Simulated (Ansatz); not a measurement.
# linear Re chain under tension and compression, part 3 of 3

Aim: how do moment and conductance of the linear Re chain follow its length?

Ansatz 0.2.0; DFT LDA, plane waves, PAW; relaxation of a chain's period (the session's first sound run).

So far, conductance of the lead as this run defines it (G₀): step 3 (At a set period, period over the relaxed period 0.88 …) 6.00; step 7 (period over the relaxed period 1.04, k-mesh 1×1×35) 6.00; step 8 (period over the relaxed period 1.08, k-mesh 1×1×34) 6.00; step 9 (period over the relaxed period 1.13, k-mesh 1×1×32) 4.03; step 10 (period over the relaxed period 1.2, k-mesh 1×1×31) 3.50. Also absolute moment (μB): step 9 2.64; step 10 3.03.

## 11. The chain at a fixed length, period over the relaxed period 1.3, k-mesh 1×1×28

Level of this step: DFT LDA, plane waves, PAW; channels and complex bands of a perfect chain (Ansatz).

The period is set to 1.3 times the relaxed one: longer bonds narrow the bands.

The cell differs from the one that the last finished run ended in (c 2.658 → 2.880 Å).

input.yaml

```yaml
crystal:
  lattice:
    - [7.5, 0.0, 0.0]
    - [0.0, 7.5, 0.0]
    - [0.0, 0.0, 2.8796511734]
  atoms:
    - { symbol: Re, position: [0.5, 0.5, 0.0], spin: 2.0 }
magnetization:
  spin_polarized: true
kpoints:
  mp_grid: { grid: [1, 1, 28] }
scf:
  occupations: { method: fermi_dirac, width: 0.05 }
hamiltonian:
  xc: lda
output:
  transmission:
    e_range: [-2, 2]
    de: 0.035
    kmesh: [1, 1]
    reduced_basis: true
    leads: [[0, 0]]
  stress: true
```

Run with:

```
ansatz run input.yaml --threads 4 --pin off --max-ram 8192MiB --backend cpu --events-out ev --progress --plain --runs-dir out
```

Numbers of over 12 decimals in the logs are rounded to 6 here.

Log:

```text
[...]
Crystal: 1 atoms, lattice volume = 161.980 Å³
Basis set: ecut = 420 eV, 3145 PW (Γ)
Bands: 13, of which v1, the nominal top of the filled ones, is band 8 counted from 1 (7 counted from 0)
Symmetry: 16 space group operations
[...]
k-points: 15 of 28
[...]
Starting moments: Σ|m| = 2 μB on 1 of 1 site
[...]
--- Transmission ---
  basis      : 497 plane waves across, 4 finite elements along
  points     : 1, standing for a mesh of 1 x 1
[...]
crystal 0  : Re1, at the sites [0, 0], period 2.8797 Å: whole cells are its period
[...]
filled         : 5.8 meV over the level at which it is neutral
    channels       : 3.000000e0 up, 4.000000e0 down
[...]
[key lines of the parts left out:]
SCF converged after 9 iterations
Magnetization: 3.3728 μB (9.1864 up, 5.8136 down)
Free energy (F): -10599.837984 eV
Fermi energy:    -2.213911 eV
P = ⅓ Tr σ = -3.0617 GPa (-30.617 kbar)
```

The job ended after 12 s (4 threads of Arm Neoverse V2, shared host; peak memory 0.41 GiB; 43 s of CPU time).

Table of open channels of the lead by energy, zero at the Fermi level:

```
energy (eV)  spin up  spin down
     -2.000        3          1
     -1.790        4          1
     -1.615        4          1
     -1.405        6          1
     -1.195        6          1
     -0.985        6          1
     -0.810        4          3
     -0.600        3          3
     -0.390        3          3
     -0.215        3          4
     -0.005        3          4
      0.205        3          4
      0.415        3          4
      0.590        3          6
      0.800        1          6
      1.010        1          6
      1.185        1          6
      1.395        1          3
      1.605        1          3
      1.815        1          3
```

At the computed energy nearest the Fermi level there are 3 spin-up and 4 spin-down channels, and the thermal average gives 3.50 G₀. The change of length costs 1.869 eV a cell and leaves an absolute moment of 3.37 μB a cell.

For the conductance of the lead as this run defines it, step 3 gave 6.00 G₀; this run, with period over the relaxed period 1.3 and k-mesh 1×1×28, gives 3.50 G₀ (-42 %).

## 12. Side by side

Times are for 4 threads of Arm Neoverse V2, shared host. Results by setting:

```
no.  period over the relaxed period  conductance of the lead as this run defines it (G₀)  absolute moment (μB)  energy at zero smearing less the lowest (eV)  time  memory (GiB)
  1                            0.88                                                6.000                     0                                         1.428  21 s          0.46
  2                            0.92                                                6.000                     0                                        0.5337  20 s          0.44
  3                            0.96                                                6.000                     0                                        0.1185  17 s          0.43
  4                               1                                                6.000                     0                                             0  15 s          0.42
  5                            1.04                                                6.000                     0                                        0.1116  15 s          0.43
  6                            1.08                                                6.000                     0                                        0.3630  14 s          0.43
  7                            1.13                                                4.030                 2.642                                        0.7857  47 s          0.53
  8                             1.2                                                3.504                 3.026                                         1.185  21 s          0.47
  9                             1.3                                                3.500                 3.373                                         1.869  12 s          0.41
```

## 13. A repeat with changed settings

This step: DFT hf, plane waves, PAW; channels and complex bands of a perfect chain; changed: scf.lower_state_search = "full", hamiltonian.xc = "hf", crystal.symmetry = {"detect": false} (Ansatz 0.2.0).

The atoms of the run at the relaxed period are kept and the input is varied, to see whether the result depends on it.

input.yaml, the sections that differ from step 11:

```yaml
crystal:
  lattice:
    - [7.5, 0.0, 0.0]
    - [0.0, 7.5, 0.0]
    - [0.0, 0.0, 2.2151162872]
  atoms:
    - { symbol: Re, position: [0.5, 0.5, 0.0], spin: 2.0 }
  symmetry: { detect: false }
kpoints:
  mp_grid: { grid: [1, 1, 37] }
scf:
  occupations: { method: fermi_dirac, width: 0.05 }
  lower_state_search: full
hamiltonian:
  xc: hf
# magnetization, output: as in step 11
```

Log:

```text
Error: output.transmission: <on plane waves> with hamiltonian.xc: <hybrid> with hamiltonian.pseudopotentials.kind: paw|paw_fr|all_electron — under exact exchange what passes the junction is read from bands, and no reading beside the setting named last has been compared with one without it; use kind: nc (spin-orbit decks: nc_fr) or a semilocal functional
```

Run time: 0.02 s. Hardware: 4 threads; peak memory 0.06 GiB.

The program refused the input before any cycle.

The program's message: “Error: output.transmission: <on plane waves> with hamiltonian.xc: <hybrid> with hamiltonian.pseudopotentials.kind: paw|paw_fr|all_electron — under exact exchange what passes the junction is read from …”

## 14. Results

| Item | Value |
| --- | --- |
| relaxed cell length | 2.215 Å |
| conductance at period × 0.88 | 6.00 G₀ |
| conductance at period × 1.0 | 6.00 G₀ |
| conductance at period × 1.13 | 4.03 G₀ |
| conductance at period × 1.3 | 3.50 G₀ |
| absolute moment at period × 0.88 | 0 μB |
| absolute moment at period × 1.0 | 0 μB |
| absolute moment at period × 1.3 | 3.37 μB |

What this shows: In these runs no moment survives at the shortest period, and one is present from a factor of 1.13 on: longer bonds narrow the bands, which favours exchange splitting. The conductance goes from 6.00 G₀ at the shortest period to 3.50 G₀ at the longest, while the magnetic state changes too. Transport is coherent and elastic here: the atoms are frozen, so scattering by vibrations plays no part. Spin-orbit coupling is left out, which matters for the bands of heavy atoms. No search over magnetic orders was made; another may lie lower. For the perfect chain only parallel moments were started; its antiparallel and spiral orders were not tested. The lead's cell of one atom keeps the chain straight and evenly spaced; a zigzag or dimerised form may lie lower.

[Logs are printed without paths, hosts, clocks, repeated set-up lines and the standing remarks that a program may print on its own settings, such as how far it seeks lower states.]

[Hosts, paths, dates, database ids (printed as entryN), source tags and the programs' standing remarks are cut or masked in the printed files.]
